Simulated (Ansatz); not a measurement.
# SiC (Moissanite): how G0W0 depends on its starting point, part 2 of 2

Aim: G0W0 for SiC (Moissanite) on several starting functionals, at one mesh, band count and screening cutoff.

Ansatz 0.2.0; G0W0 on several functionals, plane waves, PAW. Known limits of the many-body steps: not at the basis limit.

So far. Step 2 (G0W0 on PBE): The gap on the mesh goes from 2.01 eV to 2.91 eV, a correction of +0.90 eV. Between the two edge states, bare exchange in place of the xc potential would open the gap by 6.82 eV, and correlation takes back 5.92 eV.

In doubt: masses and optical values from hybrid runs of this build are listed as unsure (steps 3, 4), which bears on the screening that GW takes from such a start.

**3. G0W0 on HSE06**

The same correction from a different start measures what one shot leaves open.

This step: G0W0 on HSE06, plane waves, PAW.

input.yaml reads:

```yaml
crystal:
  lattice:
    - [3.081, 0.0, 0.0]
    - [-1.5405, 2.6682242691, 0.0]
    - [0.0, 0.0, 15.1248]
  atoms:
    - { symbol: Si, position: [0.0, 0.0, 0.0] }
    - { symbol: Si, position: [0.0, 0.0, 0.5] }
    - { symbol: Si, position: [0.3333333333, 0.6666666667, 0.1664] }
    - { symbol: Si, position: [0.6666666667, 0.3333333333, 0.6664] }
    - { symbol: Si, position: [0.6666666667, 0.3333333333, 0.3329] }
    - { symbol: Si, position: [0.3333333333, 0.6666666667, 0.8329] }
    - { symbol: C, position: [0.3333333333, 0.6666666667, 0.0412] }
    - { symbol: C, position: [0.6666666667, 0.3333333333, 0.5412] }
    - { symbol: C, position: [0.6666666667, 0.3333333333, 0.208] }
    - { symbol: C, position: [0.3333333333, 0.6666666667, 0.708] }
    - { symbol: C, position: [0.0, 0.0, 0.3746] }
    - { symbol: C, position: [0.0, 0.0, 0.8746] }
kpoints:
  mp_grid: { grid: [6, 6, 2] }
hamiltonian:
  xc: hse06
  pseudopotentials: { kind: paw, source: ansatz }
scf:
  occupations: { method: fixed }
gw:
  n_empty_bands: 739
  ecut_chi: 190.0
  qp_bands: [v4, c4]
  qp_kpoints: band_edges
  screening: { model: contour_deformation }
```

Run with:

```sh
$ ansatz run input.yaml --threads 4 --pin off --max-ram 138240MiB --backend cuda --events-out ev --progress --plain --runs-dir out --devices 1 --max-vram 26GiB
```

Numbers of over 12 decimals in the logs are rounded to 6 here.

The program printed:

```text
GPUs: using 1 of 1 available (devices: 1).
[...]
davidson cushion auto → on  (no smearing: the cushion is to keep the highest requested band from converging to the state above it; pin scf.eigensolver.cushion to override)
[...]
GPU FFT provider: cuFFT
GPU libraries: cuBLAS 13.8.2, cuFFT 12.4.0, cuSOLVER 12.3.4
Crystal: 12 atoms, lattice volume = 124.338 Å³
Basis set: ecut = 820 eV, 6557 PW (Γ)
Bands: 36, of which v1, the nominal top of the filled ones, is band 24 counted from 1 (23 counted from 0)
Symmetry: 12 space group operations
[...]
k-points: 14 of 72
[...]
GPU buffer pool allocated for 129600 grid points (all kernels)
[...]
SCF iter   1: F=—  HF=-5331.520497 eV  |F-HF|=—  |Δ(HF+E_count)|=         —  Δρ=1.40e-1  dr2=2.96e1  ethr=1.00e-1  ⟨swp⟩=4.9  Hψ=2003  notcnv=0
[...]
SCF iter   6: F=-5322.413954 eV  HF=-5322.413925 eV  |F-HF|=2.90e-5  |Δ(HF+E_count)|=   2.30e-3  Δρ=4.97e-4  dr2=1.34e-4  ethr=1.55e-5  ⟨swp⟩=3.7  Hψ=1503  notcnv=0  defer=1
SCF 1 stopped early in 6 iterations: F = -5322.413954 eV  dr2 = 1.34e-4
[...]
GPU FFT provider: cuFFT
GPU libraries: cuBLAS 13.8.2, cuFFT 12.4.0, cuSOLVER 12.3.4
[...]
GPU buffer pool allocated for 129600 grid points (all kernels)
[...]
Frozen-core exchange: fock
[...]
Internal energy: -5326.167048 eV  (E = F + TS)
E sigma→0 (E₀):  -5326.167048 eV
Fermi energy:    8.941792 eV
[...]
--- Band table (eV; the first three rows and the last of 14) ---
  k-point 0: bands = [... 20 lower, 8.6261, 8.9101, 8.9418, 8.9418, 15.2878, 15.4675, 15.8860, 16.4265, ... 4 higher]
  k-point 1: bands = [... 20 lower, 8.8379, 8.8379, 8.8379, 8.8379, 15.3579, 15.3579, 16.1316, 16.1316, ... 4 higher]
  k-point 2: bands = [... 20 lower, 8.0780, 8.1693, 8.5806, 8.6774, 14.7583, 15.1626, 15.2650, 15.9964, ... 4 higher]
  k-point 13: bands = [... 20 lower, 6.0863, 6.0863, 6.4819, 6.4819, 13.6046, 13.6046, 14.3095, 14.3095, ... 4 higher]
  guard bands above this table: 4 of the run's 36 bands. The solve was not asked for them (output.publish_guard_bands: true or output.eigenvalues: true publishes all)
[...]
0    21      8.6261   -18.3881     1.8210   -16.2584  0.8098     8.3168     8.3174  root
     0    22      8.9101   -18.2252     1.6840   -16.2452  0.8114     8.6137     8.6142  root
     0    23      8.9418   -18.3248     1.7432   -16.2820  0.8108     8.6417     8.6422  root
     0    24      8.9418   -18.3248     1.7432   -16.2820  0.8108     8.6417     8.6422  root
     0    25     15.2878    -8.8704    -4.7220   -13.7128  0.8225    15.4084    15.4083  root
     0    26     15.4675    -8.7780    -4.7608   -13.6521  0.8214    15.5809    15.5808  root
     0    27     15.8860    -8.7530    -4.8252   -13.6804  0.8199    15.9882    15.9881  root
     0    28     16.4265    -8.6102    -4.9519   -13.6425  0.8155    16.5069    16.5068  root
[...]
13    25     13.6046    -6.6996    -4.2772   -11.0765  0.8319    13.7044    13.7043  root
    13    26     13.6046    -6.6996    -4.2772   -11.0765  0.8319    13.7044    13.7043  root
    13    27     14.3095    -7.0199    -4.4472   -11.5792  0.8274    14.4217    14.4216  root
    13    28     14.3095    -7.0199    -4.4472   -11.5792  0.8274    14.4217    14.4216  root
[key lines of the parts left out:]
Free energy (F): -5326.167048 eV
```

Elapsed: 3 min, on 1 × NVIDIA H100 80GB HBM3 (shared by 3 runs) with 4 threads of AMD EPYC 7R13 (Zen 3), shared host; peak memory 4.4 GiB; 4 min of CPU time.

This step gave:

```
bands summed                                 : 763
RPA ε∞ on this mesh (eigenvalues)            : 5.665, 5.755, 5.755
plane waves in the screening matrix          : 747
q-points in the mesh                         : 72
G0W0 gap on the mesh                         : 3.297 eV
k of the valence top                         : 0, 0, 0
k of the conduction bottom                   : 0, -0.5, 0
starting gap on the mesh                     : 2.904 eV
Z at the valence top                         : 0.8108
Z at the conduction bottom                   : 0.8343
least direct G0W0 gap on the computed points : 4.544 eV
```

Against the run with 6×6×2 mesh, 739 empty bands, screening to 190 eV, hard PAW files on PBE, the gap moves by +0.39 eV, while the start moved by +0.89 eV.

**4. G0W0 on PBE0**

This step: G0W0 on PBE0, plane waves, PAW.

Changes to input.yaml since step 3:

```diff
@@ -21,3 +21,3 @@
 hamiltonian:
-  xc: hse06
+  xc: pbe0
   pseudopotentials: { kind: paw, source: ansatz }
```

The program printed:

```text
GPUs: using 1 of 1 available (devices: 1).
[...]
GPU FFT provider: cuFFT
GPU libraries: cuBLAS 13.8.2, cuFFT 12.4.0, cuSOLVER 12.3.4
Crystal: 12 atoms, lattice volume = 124.338 Å³
Basis set: ecut = 820 eV, 6557 PW (Γ)
Bands: 36, of which v1, the nominal top of the filled ones, is band 24 counted from 1 (23 counted from 0)
Symmetry: 12 space group operations
[...]
k-points: 14 of 72
[...]
0    27     16.2541    -8.7489    -4.7209   -13.3146  0.8286    16.0991    16.0990  root
     0    28     16.7952    -8.6036    -4.8414   -13.2731  0.8250    16.6235    16.6233  root
[...]
13    25     13.9654    -6.6772    -4.1932   -10.7016  0.8401    13.7967    13.7966  root
    13    26     13.9654    -6.6772    -4.1932   -10.7016  0.8401    13.7967    13.7966  root
    13    27     14.6771    -7.0046    -4.3555   -11.2030  0.8360    14.5200    14.5199  root
    13    28     14.6771    -7.0046    -4.3555   -11.2030  0.8360    14.5200    14.5199  root
[key lines of the parts left out:]
Free energy (F): -5327.531905 eV
Fermi energy:    8.567032 eV
```

It took 2.8 min on 1 × NVIDIA H100 80GB HBM3 (shared by 3 runs) with 4 threads; peak memory 4.3 GiB.

This step gave:

```yaml
bands_summed: 763
rpa_eps_infinity_on_this_mesh_eigenvalues: 5.266, 5.335, 5.335
plane_waves_in_the_screening_matrix: 747
g0w0_gap_on_the_mesh: 3.464 eV
k_of_the_valence_top: 0, 0, 0
k_of_the_conduction_bottom: 0, -0.5, 0
starting_gap_on_the_mesh: 3.630 eV
least_direct_g0w0_gap_on_the_computed_points: 4.722 eV
```

Against the run with 6×6×2 mesh, 739 empty bands, screening to 190 eV, hard PAW files on HSE06, the gap moves by +0.17 eV, while the start moved by +0.73 eV.

**5. Side by side**

All on the 6×6×2 mesh with 739 empty bands and screening to 190 eV. Times are wall times on 1 × NVIDIA H100 80GB HBM3 (shared by 3 runs) with 4 threads of AMD EPYC 7R13 (Zen 3), shared host, good to a factor of about two.

```tsv
start	starting gap (eV)	shift (eV)	G0W0 gap (eV)	RPA ε∞ (harmonic mean)	Z (valence, conduction)	time
PBE	2.01	+0.90	2.91	6.97	0.79, 0.81	49 s
HSE06	2.90	+0.39	3.30	5.72	0.81, 0.83	3 min
PBE0	3.63	−0.17	3.46	5.31	0.82, 0.84	2.8 min
```

The parts of the quasiparticle energy at the two band edges (eV; QP = start + Σx + Σc − Vxc):

```tsv
run	edge	start	Σx	Σc	Vxc	Z	QP
PBE	valence top	9.54	-18.27	1.86	-15.72	0.79	8.86
PBE	conduction bottom	11.55	-7.45	-4.06	-11.73	0.81	11.77
HSE06	valence top	8.94	-18.32	1.74	-16.28	0.81	8.64
HSE06	conduction bottom	11.85	-7.16	-3.98	-11.24	0.83	11.94
PBE0	valence top	8.57	-18.33	1.66	-16.66	0.82	8.56
PBE0	conduction bottom	12.20	-7.13	-3.92	-10.87	0.84	12.02
```

For a hybrid start, Vxc holds its share of exact exchange.

**6. Summary of results**

| Property | Result |
| --- | --- |
| G0W0@PBE | 2.91 eV (start 2.01 eV) |
| G0W0@HSE06 | 3.30 eV (start 2.90 eV) |
| G0W0@PBE0 | 3.46 eV (start 3.63 eV) |
| known limits | not at the basis limit |

**Reading.** The starting gaps span 1.62 eV and the G0W0 gaps 0.55 eV. Between PBE and PBE0, 0.55 eV of the 1.62 eV survives, 34 %. PBE0 screens less than PBE (ε∞ 5.31 against 6.97). Of the 0.55 eV by which its G0W0 gap is higher, the correlation part gives +0.34 eV, and exchange with the one-particle terms, which follow the orbitals, +0.21 eV. On PBE0 the correction is negative: that start lies above its own G0W0 value. The smallest correction, −0.17 eV, is on PBE0, the start nearest to reproducing itself. Bands and cutoff are finite, so the gap is not at the basis limit. The miss can reach some tenths of an eV and take either sign; the mesh is an error of its own. The program warns that the mesh is coarse for exact exchange, which bears on the hybrid start's gap.

[Paths, hosts, dates, memory and timing lines, banners, echoed tables and standing remarks are left out of the program output.]

[Logs are printed without paths, hosts, clocks, repeated set-up lines and the standing remarks that a program may print on its own settings, such as how far it seeks lower states.]

[Runs of the session that timed out or met a known fault of the program may be left out.]

[Cells called generated may have been cut or substituted from an entry of the Crystallography Open Database or the Materials Project.]

[Hosts, paths, dates, database ids (printed as entryN), source tags and the programs' standing remarks are cut or masked in the printed files.]
